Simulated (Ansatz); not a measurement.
# A frame of liquid acetonitrile from 300 K (114 atoms): where an added charge goes: runs compared

Aim: add and remove one electron in a frame of liquid acetonitrile from 300 K (114 atoms), with atoms held and relaxed, and read trapping energy and localisation.

Computed with Ansatz 0.2.0: Kohn-Sham DFT, PBE+D3(BJ), PAW (set soft_2), plane waves.

In doubt: warnings of the run leave room for a lower electronic state (in some of the runs), so energies may not be the lowest and differences between runs may mislead.

## (1) The cell as built

The cell holds 114 atoms: 38 C, 19 N and 57 H. Its edges and angles: a = 11.842 Å, b = 11.842 Å, c = 11.842 Å, α = 90.0°, β = 90.0°, γ = 90.0°. 19 acetonitrile placed at random, at 0.78 g/cm³; overlaps pushed apart, then 10 ps at 450 K with MMFF94 bonds, angles, torsions, charges and radii (Halgren, J. Comput. Chem. 17, 490 (1996)) in harmonic and 12-6 forms. Snapshot after 20 ps at 300 K and fixed volume.

What the set-up can't give: The network of contacts between molecules at the start is that of the classical potential that made the cell, and needn't be the one that DFT or experiment would give. Only the Γ point is sampled, in a cell whose shortest periodic width is 12 Å. The liquid is relaxed first, so the results are those of a frozen frame at zero temperature.

## (2) The reference run

The reference is a single point at the end of the relaxation.

The charged cells start from the geometry of this run, on a uniform background, with spin and a narrow Fermi–Dirac smearing.

Its input, with most atom lines left out:

```yaml
crystal:
  lattice:
    - [11.8418, 0.0, 0.0]
    - [0.0, 11.8418, 0.0]
    - [0.0, 0.0, 11.8418]
  atoms:
    - { symbol: C, position: [0.69389, 0.26325, 0.57781] }
    - { symbol: C, position: [0.66617, 0.27651, 0.69621] }
    - { symbol: "N", position: [0.64466, 0.28664, 0.79147] }
    - { symbol: H, position: [0.7555, 0.32808, 0.55281] }
    - { symbol: H, position: [0.73038, 0.17897, 0.56495] }
    - { symbol: H, position: [0.61746, 0.27022, 0.52563] }
    - { symbol: C, position: [0.78225, 0.90243, 0.41011] }
    [... atom lines 8 to 114 left out ...]
kpoints:
  mp_grid: { grid: [1, 1, 1] }
hamiltonian:
  xc: pbe
  dispersion: d3bj
scf:
  occupations: { method: fixed }
output:
  forces: true
  stress: true
  populations: true
  dos:
    method: { smearing: { sigma: 0.08 } }
    de: 0.1
    projected: { site_lists: { C: [C], H: [H], "N": ["N"] } }
  eigenvalues: true
  write_density: true
  write_potential: true
  volumetric_format: npy
```

* free energy per atom: -155.6300 eV/atom
* r.m.s. force component: 0.00302 eV/Å
* pressure: -0.2547 GPa

Filled and empty levels are parted by 6.50 eV (at Γ alone); a semilocal functional tends to put such gaps too low. In a disordered cell it changes from sample to sample and from frame to frame.

## (3) The runs

Each row is one run, on 4 threads of Arm Neoverse V2, shared host. The free energy is the program's total, comparable only between runs with the same functional, potentials and atoms; between charge states it hangs on the program's zero of potential.

| run | atoms | outcome | ionic steps, all passes | free energy (eV) | time | host memory (GiB) |
| --- | --- | --- | --- | --- | --- | --- |
| Single point at the start | 114 | converged | - | -17737.000 | 6.8 s | 1.5 |
| Relaxation | 114 | converged | 52 | -17741.821 | 4.4 min | 1.4 |
| Single point at the relaxed geometry | 114 | converged | - | -17741.821 | 14 s | 1.6 |
| An extra electron, atoms held | 114 | converged | - | -17739.276 | 88 s | 2.6 |
| An extra electron, atoms relaxed | 114 | converged | 30 | -17739.475 | 13 min | 2.6 |
| An extra electron, levels at the relaxed geometry | 114 | converged | - | -17739.486 | 52 s | 2.6 |
| Neutral at the geometry of the electron | 114 | converged | - | -17741.808 | 13 s | 1.6 |
| An extra hole, atoms held | 114 | converged | - | -17737.843 | 66 s | 2.6 |
| An extra hole, atoms relaxed | 114 | converged | 28 | -17737.988 | 12 min | 2.6 |
| An extra hole, levels at the relaxed geometry | 114 | converged | - | -17737.988 | 62 s | 2.6 |
| Neutral at the geometry of the hole | 114 | converged | - | -17741.780 | 14 s | 1.6 |

In some runs the program notes that the exchange-correlation potential is rough where the density is thin and starting moments were not kept. Further notices: earlier solves read negative; negative dielectric reading.

## (4) Energies and spread of the extra charge

Energies are differences within one cell and functional; the shift is the gain plus the neutral cell's energy at the new geometry, that is how much cheaper the vertical process becomes there. The spread is the participation number of the site moments (1/Σw², over the spin inside atomic spheres), with the atom that holds the largest share and the spin that the spheres hold in all.

| carrier | charged less neutral, atoms held (eV) | gain on relaxing (eV) | neutral cell at that geometry, less the reference (eV) | shift of the vertical energy (eV) | spread, atoms held | spread, relaxed |
| --- | --- | --- | --- | --- | --- | --- |
| electron | 2.545 | 0.210 | 0.014 | 0.224 | - | - |
| hole | 3.978 | 0.145 | 0.041 | 0.186 | 48; N51 4 % of 0.35 μB | 31; N15 10 % of 0.36 μB |

## (5) Outcome

The extra electron gains 0.21 eV as the atoms relax. The cell with the electron ends on a moment of 0.77 μB, short of the 1 μB of one unpaired electron, so the spin density holds only part of the carrier. The extra hole gains 0.14 eV as the atoms relax, and its spin goes from about 48 to 31 atoms: a partial localisation as the atoms move, with the largest share on N15. The hole is shared among 2 partly filled levels, as near-degenerate levels under the smearing give, and as self-interaction favours. With the atoms held, the spheres hold only 0.35 of the 0.99 μB, so the spread is read from a small part of the spin. Adding the two vertical energies gives 6.52 eV, against a gap of 6.50 eV in the neutral cell. The zero of the potential cancels in this sum; the attraction to the background, which lowers it, doesn't.

**Limits.** Single energies of charged cells hang on the program's zero of potential. In the spin-polarised runs the search for a state of lower energy was switched off. No distortion was seeded, so a trapped state behind a barrier can't be found. Local and semilocal functionals favour spread-out charges, so trapping can be missed. The density was typed from a rule of thumb and may lie off the real one at this temperature. Charged cells carry a uniform background, with no correction for images.

The DFT runs together took 34 min of wall time.

[Logs are printed without paths, hosts, clocks, repeated set-up lines and the standing remarks that a program may print on its own settings, such as how far it seeks lower states.]

[Hosts, paths, dates, database ids (printed as entryN), source tags and the programs' standing remarks are cut or masked in the printed files.]

[The MMFF94 radii named for the starting cell were scaled by 0.96; in molecules described by MMFF94, hydrogen bound to N, O or S took a small fixed 12-6 site in their place.]
